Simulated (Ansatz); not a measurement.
# A hypothetical structure for Mn2SbP

Starting from a made-up structure for Mn2SbP, the aim is the relaxed cell, its shortest contacts and, where a second run follows, its electronic structure.

Main program and level: Ansatz 0.2.0; DFT, PBEsol, plane-wave PAW, files of the set soft_1, scalar-relativistic, ferromagnetic start, cell and ions relaxed at zero pressure; PAW set soft_1.

In doubt: warnings of the run leave room for a lower electronic state, so energies may not be the lowest and differences between runs may mislead.

## Step 1: The starting structure

It takes space group P-6m2 (No. 187, hexagonal). Conventional cell: a = 3.903 Å, b = 3.903 Å, c = 5.838 Å, α = 90.00°, β = 90.00°, γ = 120.00°. Nearest to Sb lie 6 Mn at 2.73 Å. Nearest to Mn lie 3 P at 2.64 Å and 3 Sb at 2.73 Å and 1 Mn at 2.77 Å. Nearest to P lie 6 Mn at 2.64 Å. Farther neighbours are not listed.

## Step 2: Relaxing cell and atoms

The guess takes its coordinates from another compound and its volume from a rule, so the cell and any free coordinates are relaxed together.

Input file input.yaml:

```yaml
crystal:
  lattice:
    - [3.903, 0.0, 0.0]
    - [-1.9515, 3.380097151, 0.0]
    - [0.0, 0.0, 5.838]
  atoms:
    - { symbol: Sb, position: [0.0, 0.0, 0.0] }
    - { symbol: Mn, position: [0.666666667, 0.333333333, 0.2629], spin: 4.0 }
    - { symbol: Mn, position: [0.666666667, 0.333333333, 0.7371], spin: 4.0 }
    - { symbol: P, position: [0.333333333, 0.666666667, 0.5] }
magnetization:
  spin_polarized: true
kpoints:
  mp_grid: { grid: [8, 8, 5] }
scf:
  occupations: { method: fermi_dirac, width: 0.05 }
hamiltonian:
  xc: pbesol
  pseudopotentials: { kind: paw, azcp: { folder: soft_1 }, xc_functional: pbe }
relax:
  f_tol: 0.015
  max_steps: 70
  cell: {}
output:
  forces: true
  stress: true
```

Command:

```bash
$ ansatz run input.yaml --threads 4 --pin off --max-ram 10240MiB --backend cpu --events-out ev --progress --plain --runs-dir out
```

Numbers of over 12 decimals in the logs are rounded to 6 here.

Output:

```text
Engine: ansatz 0.2.0, aarch64-unknown-linux-gnu
Pseudopotentials: kind: paw
Pseudopotential: Sb, paw, valence charge 15, recommended cutoff 420 eV (normal), soft_1/Sb.paw.azcp
Pseudopotential: Mn, paw, valence charge 15, recommended cutoff 420 eV (normal), soft_1/Mn.paw.azcp
Pseudopotential: P, paw, valence charge 5, recommended cutoff 420 eV (normal), soft_1/P.paw.azcp
Functional definition: PBEsol
  exchange = pbesol_x
  correlation = pbesol_c
Crystal: 4 atoms, lattice volume = 77.018 Å³
Basis set: ecut = 420 eV, 1519 PW (Γ), exchange–correlation on 54×54×80 points (8 copies of the dense FFT grid, shifted against one another)
Bands: 35, of which v1, the nominal top of the filled ones, is band 25 counted from 1 (24 counted from 0)
Symmetry: 12 space group operations
Space group: P-6m2 (ITA 187), of the structure as read, at distance tolerance 4.3e-5 Å
Magnetic group: BNS 187.209 (UNI 1439), of the structure as read, at distance tolerance 4.3e-5 Å
k-points: 30 of 320 (time reversal used)
Non-local potential: Sb, projectors of the file, l = 0: 2, l = 1: 2, l = 2: 2, l = 3: 1
Non-local potential: Mn, projectors of the file, l = 0: 3, l = 1: 2, l = 2: 3, l = 3: 1
Non-local potential: P, projectors of the file, l = 0: 2, l = 1: 2, l = 2: 1
PAW form: soft (Blöchl's): semilocal exchange-correlation on the pseudo side does not see the compensation charge
PAW frozen core: Sb, regenerated for the run's functional, and the local potential with it (the file was generated under x = pbe(κ = 0.804, μ = 0.219515), c = pbe(β = 0.066725))
PAW frozen core: Mn, regenerated for the run's functional, and the local potential with it (the file was generated under x = pbe(κ = 0.804, μ = 0.219515), c = pbe(β = 0.066725))
PAW frozen core: P, regenerated for the run's functional, and the local potential with it (the file was generated under x = pbe(κ = 0.804, μ = 0.219515), c = pbe(β = 0.066725))
PAW one-centre angular grid: Sb, 590 points (default); XC on 64 Gauss nodes
PAW one-centre angular grid: Mn, 590 points (default); XC on 64 Gauss nodes
PAW one-centre angular grid: P, 110 points (default); XC on 64 Gauss nodes
Initial density: superposition of atomic densities (chi_scale 0.1, normalization cell)
Starting moments: Σ|m| = 8 μB on 2 of 4 sites
Initial wavefunctions: pseudopotential atomic-orbital guess
Functional: x = pbesol(κ = 0.804, μ = 0.123457), c = pbesol(β = 0.046)
iter 1 solved again at ethr=9.53e-4 eV; its pass at ethr=3.10e-3 eV (dr2=4.76e-1 eV) is discarded
SCF iter   1: F=—  HF=-14884.668224 eV  |F-HF|=—  |Δ(HF+E_count)|=         —  Δρ=1.60e-2 (↑1.36e-2 ↓1.60e-2)  dr2=4.83e-1  dr2_m=6.38e-2  M=7.224 μB ∫|m|=7.873 μB  β_m=0.30  ethr=9.53e-4  ⟨swp⟩=1.2  Hψ=11935  notcnv=0
Mixer restart at iter 1: flushing history
preconditioner: auto → Kerker (q_TF=auto, 2.539 Å⁻¹)  [metal: Δε(μ)=0.011 eV  Ē_g=7.307 eV  σ=0.050 eV  W_gap=0.05  n_scr=22 (ndim 8)  ℏωp=20.7 eV  f_vac=0.000  D(μ)=2.18/eV (n_scr^D=22)]
spin=Collinear: Kerker preconditioning applied to the charge; magnetization (m = ρ↑ − ρ↓) channel mixes plain (no charge-response kernel on spin).
SCF iter   2: F=—  HF=-14884.828335 eV  |F-HF|=—  |Δ(HF+E_count)|=   1.60e-1  Δρ=1.40e-2 (↑1.00e-2 ↓1.40e-2)  dr2=3.36e-1  dr2_m=3.65e-2  M=7.134 μB ∫|m|=7.844 μB  β_m=0.62  ethr=9.53e-4  ⟨swp⟩=2.0  Hψ=2660  notcnv=0
SCF iter   3: F=—  HF=-14885.317572 eV  |F-HF|=—  |Δ(HF+E_count)|=   4.89e-1  Δρ=1.21e-2 (↑5.51e-3 ↓1.21e-2)  dr2=2.70e-1  dr2_m=2.00e-2  M=6.981 μB ∫|m|=7.747 μB  β_m=0.81  ethr=6.72e-4  ⟨swp⟩=2.6  Hψ=3220  notcnv=0  defer=3
SCF iter   4: F=—  HF=-14885.520231 eV  |F-HF|=—  |Δ(HF+E_count)|=         —  Δρ=9.18e-3 (↑4.63e-3 ↓9.18e-3)  dr2=6.66e-2  dr2_m=3.04e-2  M=6.626 μB ∫|m|=7.440 μB  β_m=0.81  ethr=5.40e-4  ⟨swp⟩=2.9  Hψ=3471  notcnv=0  defer=69
Mixer restart at iter 4: flushing history
SCF iter   5: F=—  HF=-14885.508605 eV  |F-HF|=—  |Δ(HF+E_count)|=   1.16e-2  Δρ=7.63e-3 (↑7.63e-3 ↓2.06e-3)  dr2=2.42e-2  dr2_m=1.23e-2  M=6.574 μB ∫|m|=7.375 μB  β_m=0.91  ethr=1.33e-4  ⟨swp⟩=2.5  Hψ=3767  notcnv=0  defer=135
SCF iter   6: F=—  HF=-14885.516720 eV  |F-HF|=—  |Δ(HF+E_count)|=   8.11e-3  Δρ=5.26e-3 (↑5.26e-3 ↓7.67e-4)  dr2=1.65e-2  dr2_m=4.95e-3  M=6.645 μB ∫|m|=7.446 μB  β_m=0.72  ethr=4.84e-5  ⟨swp⟩=2.0  Hψ=4208  notcnv=0  defer=136
SCF iter   7: F=—  HF=-14885.506431 eV  |F-HF|=—  |Δ(HF+E_count)|=   1.03e-2  Δρ=9.75e-4 (↑5.36e-4 ↓9.75e-4)  dr2=1.49e-3  dr2_m=7.01e-5  M=6.623 μB ∫|m|=7.419 μB  β_m=0.86  ethr=3.31e-5  ⟨swp⟩=2.0  Hψ=4019  notcnv=0  defer=134
SCF iter   8: F=—  HF=-14885.507174 eV  |F-HF|=—  |Δ(HF+E_count)|=   7.42e-4  Δρ=1.31e-4 (↑1.31e-4 ↓1.28e-4)  dr2=7.00e-5  dr2_m=1.78e-6  M=6.643 μB ∫|m|=7.440 μB  β_m=0.93  ethr=2.99e-6  ⟨swp⟩=2.0  Hψ=2751  notcnv=0  defer=134
SCF iter   9: F=—  HF=-14885.507176 eV  |F-HF|=—  |Δ(HF+E_count)|=   2.66e-6  Δρ=1.20e-4 (↑5.26e-5 ↓1.20e-4)  dr2=2.67e-5  dr2_m=1.15e-6  M=6.643 μB ∫|m|=7.440 μB  β_m=0.95  ethr=1.40e-7  ⟨swp⟩=2.0  Hψ=3144  notcnv=0  defer=134
SCF iter  10: F=—  HF=-14885.507179 eV  |F-HF|=—  |Δ(HF+E_count)|=   2.73e-6  Δρ=3.21e-5 (↑3.21e-5 ↓2.86e-5)  dr2=3.47e-6  dr2_m=8.06e-9  M=6.642 μB ∫|m|=7.439 μB  β_m=0.98  ethr=5.33e-8  ⟨swp⟩=2.4  Hψ=2965  notcnv=0  defer=134
SCF iter  11: F=—  HF=-14885.507179 eV  |F-HF|=—  |Δ(HF+E_count)|=   4.42e-7  Δρ=8.80e-6 (↑3.23e-6 ↓8.80e-6)  dr2=8.27e-8  dr2_m=1.00e-8  M=6.642 μB ∫|m|=7.438 μB  β_m=0.99  ethr=6.93e-9  ⟨swp⟩=2.0  Hψ=2677  notcnv=0  defer=134
SCF iter  12: F=-14885.507179 eV  HF=-14885.507179 eV  |F-HF|=4.40e-8  |Δ(HF+E_count)|=   7.53e-8  Δρ=3.74e-6 (↑2.88e-6 ↓3.74e-6)  dr2=5.19e-8  dr2_m=5.21e-10  M=6.642 μB ∫|m|=7.438 μB  ethr=1.65e-10  ⟨swp⟩=2.2  Hψ=6562  notcnv=0
SCF 1 converged in 12 iterations: F = -14885.507179 eV  dr2 = 5.19e-8
  greatest PAW one-centre occupation: 1.000 electrons in one spin orbital (limit 2), on the Mn atom at site 2 (counted from 0), in its partial waves of l = 0
relax step   1: F+E_penalty+E_count = -14885.50717855 eV  Δ(F+E_penalty+E_count) = +0.000e0 eV  max|allowed force component| = 7.934e-1 eV/Å  Δτ_max = 0.0000 Å  P = -11.161 GPa  Ω = 77.018 Å³  (12 SCF iters, dr2 threshold 1.00e-7 eV, accepted)
Crystal: 4 atoms, lattice volume = 66.886 Å³
Basis set: ecut = 420 eV, 1303 PW (Γ), exchange–correlation on 54×54×80 points (8 copies of the dense FFT grid, shifted against one another)
Initial density: handed on by an earlier stage of this run
Starting moments: Σ|m| = 8 μB on 2 of 4 sites; this step starts from the density that it was given
Initial wavefunctions: those handed on with the density
[...]
relax step   8: F+E_penalty+E_count = -14886.48882941 eV  Δ(F+E_penalty+E_count) = -1.122e-2 eV  max|allowed force component| = 4.016e-1 eV/Å  Δτ_max = 0.0072 Å  P = +2.639 GPa  Ω = 57.350 Å³  energy of the carried Pulay correction = +1.179e-2 eV  (10 SCF iters, dr2 threshold 4.00e-7 eV, accepted)
relax step   9: F+E_penalty+E_count = -14886.47820496 eV  Δ(F+E_penalty+E_count) = +1.062e-2 eV  max|allowed force component| = 5.978e-1 eV/Å  Δτ_max = 0.0608 Å  P = -1.008 GPa  Ω = 58.924 Å³  energy of the carried Pulay correction = +1.072e-2 eV  (10 SCF iters, dr2 threshold 4.00e-7 eV, rejected (line search))
relax step  10: F+E_penalty+E_count = -14886.50358617 eV  Δ(F+E_penalty+E_count) = -1.476e-2 eV  max|allowed force component| = 8.977e-2 eV/Å  Δτ_max = 0.0124 Å  P = -0.624 GPa  Ω = 58.690 Å³  energy of the carried Pulay correction = +1.088e-2 eV  (14 SCF iters, accepted)
relax step  11: F+E_penalty+E_count = -14886.50589155 eV  Δ(F+E_penalty+E_count) = -2.305e-3 eV  max|allowed force component| = 1.072e-2 eV/Å  Δτ_max = 0.0077 Å  P = -0.022 GPa  Ω = 58.442 Å³  energy of the carried Pulay correction = +1.105e-2 eV  (8 SCF iters, dr2 threshold 4.00e-7 eV, accepted)
relax step  12: F+E_penalty+E_count = -14886.50595205 eV  Δ(F+E_penalty+E_count) = -6.050e-5 eV  max|allowed force component| = 5.439e-4 eV/Å  Δτ_max = 0.0011 Å  P = +0.008 GPa  Ω = 58.455 Å³  energy of the carried Pulay correction = +1.104e-2 eV  (8 SCF iters, dr2 threshold 4.94e-8 eV, accepted)
relax step  13: F+E_penalty+E_count = -14886.50256635 eV  Δ(F+E_penalty+E_count) = +3.386e-3 eV  max|allowed force component| = 3.974e-3 eV/Å  Δτ_max = 0.0000 Å  P = +0.041 GPa  Ω = 58.455 Å³  stress off target by 2.35e-1 GPa  SCF on the basis re-selected at this cell (its energy is not comparable with the rows above)  (12 SCF iters)
relax step  14: F+E_penalty+E_count = -14886.50273316 eV  Δ(F+E_penalty+E_count) = -1.668e-4 eV  max|allowed force component| = 1.025e-3 eV/Å  Δτ_max = 0.0004 Å  P = +0.014 GPa  Ω = 58.405 Å³  energy of the carried Pulay correction = +2.555e-5 eV  (8 SCF iters, dr2 threshold 1.38e-7 eV, accepted)
iter 1 solved again at ethr=4.40e-7 eV; its pass at ethr=3.10e-3 eV (dr2=2.20e-4 eV) is discarded
SCF iter   1: F=—  HF=-14886.502703 eV  |F-HF|=—  |Δ(HF+E_count)|=         —  Δρ=1.06e-5 (↑1.06e-5 ↓9.28e-6)  dr2=1.50e-8  dr2_m=7.07e-9  M=3.536 μB ∫|m|=4.170 μB  β_m=0.65  ethr=4.40e-7  ⟨swp⟩=3.1  Hψ=14669  notcnv=0
eigensolver tolerance schedule: the retry pair's looser diagonalisation over-reported the residual by 14652.71 of it (diagonalisation noise at an unbounded share of the residual, at the tolerance the schedule requests for it); recorded, not acted on — ethr = c·dr2/N_el stays at c = 1.0e-1
preconditioner: auto → none  [metal: Δε(μ)=0.029 eV  Ē_g=8.257 eV  σ=0.050 eV  W_gap=0.14  n_scr=2 (ndim 8)  ℏωp=23.8 eV  f_vac=0.000  D(μ)=3.10/eV (n_scr^D=36)]
SCF iter   2: F=—  HF=-14886.502700 eV  |F-HF|=—  |Δ(HF+E_count)|=   2.74e-6  Δρ=5.88e-6 (↑5.88e-6 ↓3.33e-6)  dr2=1.40e-8  dr2_m=4.76e-9  M=3.536 μB ∫|m|=4.170 μB  β_m=0.42  ethr=3.01e-11  ⟨swp⟩=3.1  Hψ=4807  notcnv=0
SCF iter   3: F=—  HF=-14886.502700 eV  |F-HF|=—  |Δ(HF+E_count)|=   2.09e-9  Δρ=3.58e-6 (↑3.58e-6 ↓3.42e-6)  dr2=2.87e-9  dr2_m=1.80e-9  M=3.536 μB ∫|m|=4.170 μB  β_m=0.49  ethr=2.81e-11  ⟨swp⟩=2.3  Hψ=3003  notcnv=0
SCF iter   4: F=—  HF=-14886.502700 eV  |F-HF|=—  |Δ(HF+E_count)|=   1.62e-8  Δρ=9.37e-7 (↑9.37e-7 ↓8.47e-7)  dr2=2.39e-9  dr2_m=6.78e-11  M=3.536 μB ∫|m|=4.170 μB  β_m=0.40  ethr=5.74e-12  ⟨swp⟩=2.0  Hψ=2703  notcnv=0
SCF iter   5: F=—  HF=-14886.502700 eV  |F-HF|=—  |Δ(HF+E_count)|=  4.73e-11  Δρ=5.86e-7 (↑5.86e-7 ↓4.31e-7)  dr2=2.33e-11  dr2_m=1.00e-10  M=3.536 μB ∫|m|=4.170 μB  β_m=0.47  ethr=4.77e-12  ⟨swp⟩=2.0  Hψ=2583  notcnv=0
SCF iter   6: F=-14886.502700 eV  HF=-14886.502700 eV  |F-HF|=3.09e-11  |Δ(HF+E_count)|=  1.27e-11  Δρ=2.87e-7 (↑2.57e-7 ↓2.87e-7)  dr2=2.45e-11  dr2_m=1.04e-11  M=3.536 μB ∫|m|=4.170 μB  ethr=1.00e-12  ⟨swp⟩=3.0  Hψ=6631  notcnv=0
SCF 15 converged in 6 iterations: F = -14886.502700 eV  dr2 = 2.45e-11
relax step  15: F+E_penalty+E_count = -14886.50270014 eV  Δ(F+E_penalty+E_count) = +3.301e-5 eV  max|allowed force component| = 1.060e-3 eV/Å  Δτ_max = 0.0000 Å  P = +0.014 GPa  Ω = 58.405 Å³  stress off target by 3.88e-2 GPa  SCF on the basis re-selected at this cell (its energy is not comparable with the rows above)  (6 SCF iters)
basis re-selected at this cell: Δ(F+E_penalty+E_count) = +3.301e-5 eV, ΔP = -0.000 GPa vs the last step (what re-selecting the basis moved, of the pressure what is left beyond the Pulay correction that the steps carried, after the strain that the cell walked since its last selection, with what the two solves' SCF thresholds leave and, on support functions, any second-order correction that the steps lacked; it is no m [...]
WARN: an SCF from antiferromagnetic starting moments (0.00, -4.00, 4.00, 0.00 Bohr magnetons, atom by atom) was not made, by what the run has read of turns of its moments that order reads lower: the deck asks for what bars it, or types moments that do (magnetization.spin_polarized, in the input reference, names some of the keys), or the run goes by scf.lower_state_search: light, the default, which as a rule tries one only behind a close that has lost an order of both signs, or on which an open d or half-filled 4f shell of a PAW file has lost a moment that was set nearer to Hund's than to what is left; [rest of the remark cut]
SCF converged after 6 iterations
Magnetization: 3.5360 μB (26.7680 up, 23.2320 down)
Absolute magnetization: 4.1709 μB (∫|ρ↑−ρ↓|, with the PAW one-centre terms)
Spin contamination: 0.1199 ħ² per cell (⟨S²⟩ above its minimum at these occupations)
Per-site moments (μB) at R_I (Å): [(-0.071293, 1.096589), (1.792073, 0.945046), (1.792073, 0.945046), (-0.101671, 0.945046)]
Free energy (F): -14886.502700 eV
Harris-Foulkes:  -14886.502700 eV  (|F-HF|=3.09e-11)
Internal energy: -14886.477796 eV  (E = F + TS)
E sigma→0 (E₀):  -14886.490248 eV
Entropy (-TS):   -0.024904 eV (-6.226 meV/atom)
Fermi energy:    15.816184 eV
--- Per-component energies (eV) ---
  E_band       = -486.248712
  E_kinetic    = 883.028363
  E_local      = -5786.706935  (includes V_loc(G=0)·N_el)
  E_nonlocal   = 1350.997829
  E_hartree    = 2289.552278
  E_xc         = -391.630227
  E_vxc        = -436.317216  (∫ρ·V_xc dr)
  E_paw        = -7613.699440  (= ΣΔE_a)
  E_vpaw       = -1076.355956  (= ΣTr[D̂ρ^β])
  E_aug_tail   = 0.000324  (compensation charges beyond the density's cutoff)
  E_ewald      = -5618.737241
  E_core_change = 0.717252  (= ΣΔE_core)
  E_smearing   = -0.024904  (= −TS)
  E_closure    = 0.000000  (closes the sum)
  Σ components = -14886.502700   (vs F -14886.502700, Δ=0.00e0)
--- Forces (eV/Å), atoms counted from 1 ---
  atom   1  Sb    -0.00000000     0.00000000     0.00000000
  atom   2  Mn     0.00000000    -0.00000000    -0.00106018
  atom   3  Mn     0.00000000     0.00000000     0.00106018
  atom   4  P      0.00000000    -0.00000000     0.00000000
  max |Σ_I F_I| component: 7.40e-17 eV/Å
--- Stress (GPa, compression-positive) ---
        0.001016       0.000000      -0.000000
       -0.000000       0.001016      -0.000000
       -0.000000      -0.000000       0.038830
  P = ⅓ Tr σ = 0.0136 GPa (0.136 kbar)
--- Relaxed structure (13 steps of the walk, 12 accepted, 2 SCFs on fresh bases) ---
  F+E_penalty+E_count = -14886.50270014 eV   max|allowed force component| = 1.060e-3 eV/Å   (the final SCF, on the basis selected at the relaxed cell)
  cell:  # Å, volume = 58.4050 Å³
    - [3.240978, 0, 0.0]
    - [-1.620489, 2.806769, 0.0]
    - [0.0, 0.0, 6.420481]
  atoms:
    - { symbol: Sb, position: [-1.8503717085702413e-17, 9.251858542851207e-18, 0.0] }
    - { symbol: Mn, position: [0.666667, 0.333333, 0.294109] }
    - { symbol: Mn, position: [0.666667, 0.333333, 0.705891] }
    - { symbol: P, position: [0.333333, 0.666667, 0.5] }
```

Elapsed: 55 s, on 4 threads of Arm Neoverse V2, shared host; peak memory 0.46 GiB; 3.5 min of CPU time.

Relaxation path:

```
step  energy less that of the first step (eV)  largest force component (eV/Å)  pressure (GPa)  volume (Å³)
   1                                   0.0000                          0.7934          -11.16        77.02
   2                                  -0.6716                          0.7642           -5.89        66.89
   3                                  -0.7875                          0.7684            4.60        59.64
   4                                  -0.8838                          0.0890            0.19        62.03
   5                                  -0.9091                          0.2087           -0.92        62.10
   6                                  -0.9300                          0.0842           -0.94        61.22
   7                                  -0.9704                          0.6063            2.01        58.38
   8                                  -0.9816                          0.4016            2.64        57.35
   9                                  -0.9710                          0.5978           -1.01        58.92
  10                                  -0.9964                          0.0898           -0.62        58.69
  11                                  -0.9987                          0.0107           -0.02        58.44
  12                                  -0.9988                          0.0005            0.01        58.46
 13*                                  -0.9954                          0.0040            0.04        58.46
  14                                  -0.9956                          0.0010            0.01        58.41
 15*                                  -0.9955                          0.0011            0.01        58.41
```

Relaxation steps marked * repeat the geometry before them on a plane-wave basis chosen anew for their cell, so energy and pressure can jump there. Relaxation step 9 was tried and not accepted.

The run keeps the 12 symmetry operations that it works with, so distortions that break them were not tested.

```
     cell as run  before  after   change
           a (Å)   3.903  3.241  -17.0 %
           b (Å)   3.903  3.241  -17.0 %
           c (Å)   5.838  6.420  +10.0 %
volume (Å³/atom)   19.25  14.60  -24.2 %
```

The atoms that moved most (Å, as changes of fractional coordinates times the final cell):

```
atom     dx     dy      dz  length
 Mn2  0.000  0.000   0.200   0.200
 Mn3  0.000  0.000  -0.200   0.200
```

Final coordinates:

```xyz
4
Lattice="3.2410 0.0000 0.0000 -1.6205 2.8068 0.0000 0.0000 0.0000 6.4205" Properties=species:S:1:pos:R:3 pbc="T T T"
Sb    0.0000    0.0000    0.0000
Mn    1.6205    0.9356    1.8883
Mn    1.6205    0.9356    4.5322
P     0.0000    1.8712    3.2102
```

Numbers from this step:

* free energy: -14886.5027 eV
* energy at zero smearing: -14886.4902 eV
* smearing term TS: 0.02490 eV
* Fermi energy: 15.82 eV
* magnetization: 3.536 μB
* absolute magnetization: 4.171 μB
* site moments: -0.07129, 1.792, 1.792, -0.1017 μB
* electrons: 50
* symmetry operations: 12
* pressure: 0.01362 GPa

Site moment by atom:

```
atom  site moment (μB)
 Sb1             -0.07
 Mn2              1.79
 Mn3              1.79
  P4             -0.10
```

The shortest distance of each pair, which need not be the same contact before and after:

```
 pair  guess (Å)  relaxed (Å)
 Mn–P      2.645        2.291
Mn–Mn      2.768        2.644
Mn–Sb      2.726        2.658
Sb–Sb      3.903        3.241
  P–P      3.903        3.241
```

The relaxation ends with a largest force component of 0.0011 eV/Å and a pressure of 0.01 GPa.

## Step 3: Results

```
space group, relaxed : P-6m2
conventional cell    : a = 3.241, b = 3.241, c = 6.420 Å; α = 90.0°, β = 90.0°, γ = 120.0°
volume per atom      : 14.60 Å³ (guess 19.25)
total moment         : 3.54 μB in the cell of 4 atoms
```

Mn2SbP relaxes to P-6m2 with a = 3.241, b = 3.241 and c = 6.420 Å. The guessed volume was 32 % too large. The space group P-6m2 was held in the relaxation, so the end point is a stationary structure within it and may be a saddle against distortions or other arrangements. The input starts from parallel moments, and no other start was typed. The electronic state may lie above the lowest one. Mesh and cutoff weren't tested. A vector of the cell changed its length by 17 %, more than the volume shows. Spin-orbit coupling is left out, which can matter for elements this heavy. No dispersion term is used, so weakly bound directions may come out too long. The program estimates, without running it, that another magnetic order lies lower than the one relaxed here. Nothing here tests whether the compound is stable against decomposition.

[Logs are printed without paths, hosts, clocks, repeated set-up lines and the standing remarks that a program may print on its own settings, such as how far it seeks lower states.]

[Hosts, paths, dates, database ids (printed as entryN), source tags and the programs' standing remarks are cut or masked in the printed files.]
